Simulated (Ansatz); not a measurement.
# How Ta(110) screens a field, part 2 of 2

Wanted: the response of a Ta(110) slab to a perpendicular field.

Ansatz 0.2.0; plane-wave DFT, r2SCAN, Ansatz PAW.

So far. Step 8 (Single point, field -0.2 V/Å): The dipole is -0.138 e·Å. Step 9 (Atoms held, field 0.4 V/Å): The dipole is 0.276 e·Å.

## Step 10: The response

This step: plane-wave DFT, r2SCAN, Ansatz PAW; screening of a field by a metal slab (Ansatz 0.2.0).

The dipoles give the slope, and the difference of two potentials shows where the field is screened.

This step gave:

| Quantity | Value |
| --- | --- |
| equivalent conductor thickness p/(ε₀AE) | 16.11 Å |
| distance between the outer atoms | 11.70 Å |
| inner field over outer field | 8.42e-4 |
| image plane, upper face | 2.220 Å |
| induced electrons on the upper face over ε₀E | -0.9981 |
| image plane, lower face | 2.220 Å |
| induced electrons on the lower face over ε₀E | 0.9981 |

Dipole of the cell against applied field:

```tsv
applied field (V/Å)	dipole of the cell (e·Å)
-0.200	-0.138
-0.100	-0.0690
-0.050	-0.0345
0.000	0
0.050	0.0345
0.100	0.0690
0.200	0.138
0.400	0.276
```

Local field over the applied field, running mean. From the potentials at -0.05 and 0.05 V/Å; running mean over 2.341 Å. The local field over applied field by z:

```tsv
z (Å)	local field over applied field
5	0.966
6	0.828
7	0.454
8	0.0905
9	-0.0385
10	-0.00156
11	-0.00395
12	0.00248
13	0.00159
14	0.00166
15	-2.5e-4
16	0.00270
17	0.00154
18	0.00144
19	-0.00434
20	-0.00695
21	-0.0288
22	0.176
23	0.587
24	0.890
25	0.980
```

Electrons, planar mean, per unit field. Induced electron density against z:

z (Å), induced electron density (e/Å³ per V/Å) and a bar from the least value:
```
        5    0.00018 ################
        6    0.00101 ####################
        7    0.00333 ##############################
        8    0.00185 #######################
        9   -0.00025 ##############
       10   -0.00006 ###############
       11    0.00006 ################
       12    0.00000 ###############
       13    0.00012 ################
       14   -0.00002 ###############
       15    0.00001 ###############
       16    0.00001 ###############
       17    0.00011 ################
       18   -0.00010 ###############
       19    0.00013 ################
       20   -0.00033 ##############
       21    0.00131 #####################
       22   -0.00349 
       23   -0.00254 ####
       24   -0.00063 #############
       25   -0.00010 ###############
```

By hand: between -0.05 and 0.05 V/Å the dipole changes by 0.06898 e·Å, a slope of 0.6898 e·Å²/V. A perfect conductor of thickness t has p = ε₀AEt, so t = 180.95 × 0.6898 / 7.747 = 16.11 Å (e/ε₀ = 180.95 V·Å, A in Å²). Less the 11.70 Å between the outer atoms, and halved, that puts each image plane 2.20 Å out.

The induced dipole is that of a conductor 16.11 Å thick.

## Step 11: Varying the input

This step: plane-wave DFT, r2SCAN, Ansatz PAW, but for the change named below (Ansatz 0.2.0).

An input spoilt on purpose, to show how the run answers: it repeats the earlier run at 0.05 V/Å with hamiltonian.xc from r2scan to scan0x, and scf.max_iter set to 100.

File input.yaml:

```yaml
crystal:
  lattice:
    - [2.3405234457, -1.655, 0.0]
    - [2.3405234457, 1.655, 0.0]
    - [0.0, 0.0, 29.7026172286]
  atoms:
    - { symbol: Ta, position: [0.0, 0.0, 0.3030036017] }
    - { symbol: Ta, position: [0.5, 0.5, 0.381802161] }
    - { symbol: Ta, position: [0.0, 0.0, 0.4606007203] }
    - { symbol: Ta, position: [0.5, 0.5, 0.5393992797] }
    - { symbol: Ta, position: [0.0, 0.0, 0.618197839] }
    - { symbol: Ta, position: [0.5, 0.5, 0.6969963983] }
kpoints:
  mp_grid: { grid: [18, 18, 1] }
hamiltonian:
  xc: scan0x
scf:
  occupations: { method: fermi_dirac, width: 0.1 }
  convergence: { dr2_threshold: 1.0e-10 }
  max_iter: 100
efield:
  axis: 3
  dipole_correction: true
  ramp_position: 0.97
  ramp_width: 0.06
  amplitude: 0.05
output:
  forces: true
  write_potential: true
  write_density: true
  volumetric_format: npy
```

Started as:

```bash
> ansatz run input.yaml --threads 4 --pin off --max-ram 6144MiB --backend cpu --events-out ev --progress --plain --runs-dir out
```

Log:

```text
Error: YAML parse error: error: line 16 column 7: hamiltonian.xc: unknown variant `scan0x`, expected one of `lda`, `lda-pw`, `pw92`, `pbe`, `pbesol`, `rpbe`, `revpbe`, `blyp`, `pbe0`, `revpbe0`, `b3lyp`, `b3lyp5`, `hse06`, `wpbeh`, `hiss`, `lc_wpbe`, `cam_b3lyp`, `hf`, `r2scan`, `r2scanh`, `r2scan0`, `r2scan50`, `mr2scan`
  --> <input>:16:7
   |
14 |   mp_grid: { grid: [18, 18, 1] }
15 | hamiltonian:
16 |   xc: scan0x
   |       ^ hamiltonian.xc: unknown variant `scan0x`, expected one of `lda`, `lda-pw`, `pw92`, `pbe`, `pbesol`, `rpbe`, `revpbe`, `blyp`, `pbe0`, `revpbe0`, `b3lyp`, `b3lyp5`, `hse06`, `wpbeh`, `hiss`, `lc_wpbe`, `cam_b3lyp`, `hf`, `r2scan`, `r2scanh`, `r2scan0`, `r2scan50`, `mr2scan`
17 | scf:
18 |   occupations: { method: fermi_dirac, width: 0.1 }
   |
```

Wall time 0.02 s (4 threads of Arm Neoverse V2, shared host); peak memory 0.021 GiB.

The program refused the input before any cycle.

The program's message: “Error: YAML parse error: error: line 16 column 7: hamiltonian.xc: unknown variant `scan0x`, expected one of `lda`, `lda-pw`, `pw92`, `pbe`, `pbesol`, `rpbe`, `revpbe`, `blyp`, `pbe0`, `revpbe0`, `b3ly …”

The fault put into the input: an unknown functional.

## Step 12: A changed input

This step: plane-wave DFT, r2SCAN, Ansatz PAW (Ansatz 0.2.0).

An input spoilt on purpose, to show how the run answers: it repeats the earlier run at 0.05 V/Å with efield.axis from 3 to 0, and scf.max_iter set to 60.

Edit input.yaml of step 11 so:

```diff
@@ -15,3 +15,3 @@
 hamiltonian:
-  xc: scan0x
+  xc: r2scan
 scf:
@@ -19,5 +19,5 @@
   convergence: { dr2_threshold: 1.0e-10 }
-  max_iter: 100
+  max_iter: 60
 efield:
-  axis: 3
+  axis: 0
   dipole_correction: true
```

Log:

```text
Error: invalid value for `efield.axis`: must be in [1, 3]; got 0
```

Wall time 0.02 s (4 threads); peak memory 0.03 GiB.

The program refused the input before any cycle.

The program's message: “Error: invalid value for `efield.axis`: must be in [1, 3]; got 0”

The fault put into the input: an axis of 0, outside the range 1 to 3.

## Step 13: Outcome

```yaml
work_function: 4.88 eV
image_plane_upper_face: 2.22 Å
induced_electrons_on_the_upper_face_over_eps_0e: -0.998
equivalent_conductor_thickness_p_eps_0ae: 16.1 Å
inner_field_over_outer_field: 8.4e-4
```

In words: The induced charge has its centre 2.22 Å outside the outermost atoms; this is the plane from which a capacitor's gap or an image potential counts. The equivalent conductor thickness exceeds the distance between the outer atoms by 4.41 Å, about the sum of the two image-plane distances. In the middle of the slab the field is screened to under 0.5 % of its outer value. The atoms are held at bulk positions with the tabulated experimental lattice constant.

[Logs are printed without paths, hosts, clocks, repeated set-up lines and the standing remarks that a program may print on its own settings, such as how far it seeks lower states.]

[Hosts, paths, dates, database ids (printed as entryN), source tags and the programs' standing remarks are cut or masked in the printed files.]

[Maps of the electrostatic potential energy from Ansatz leave out the sawtooth potential of an applied field or a dipole correction, so their vacuum need not be flat; planar profiles and work functions include it.]
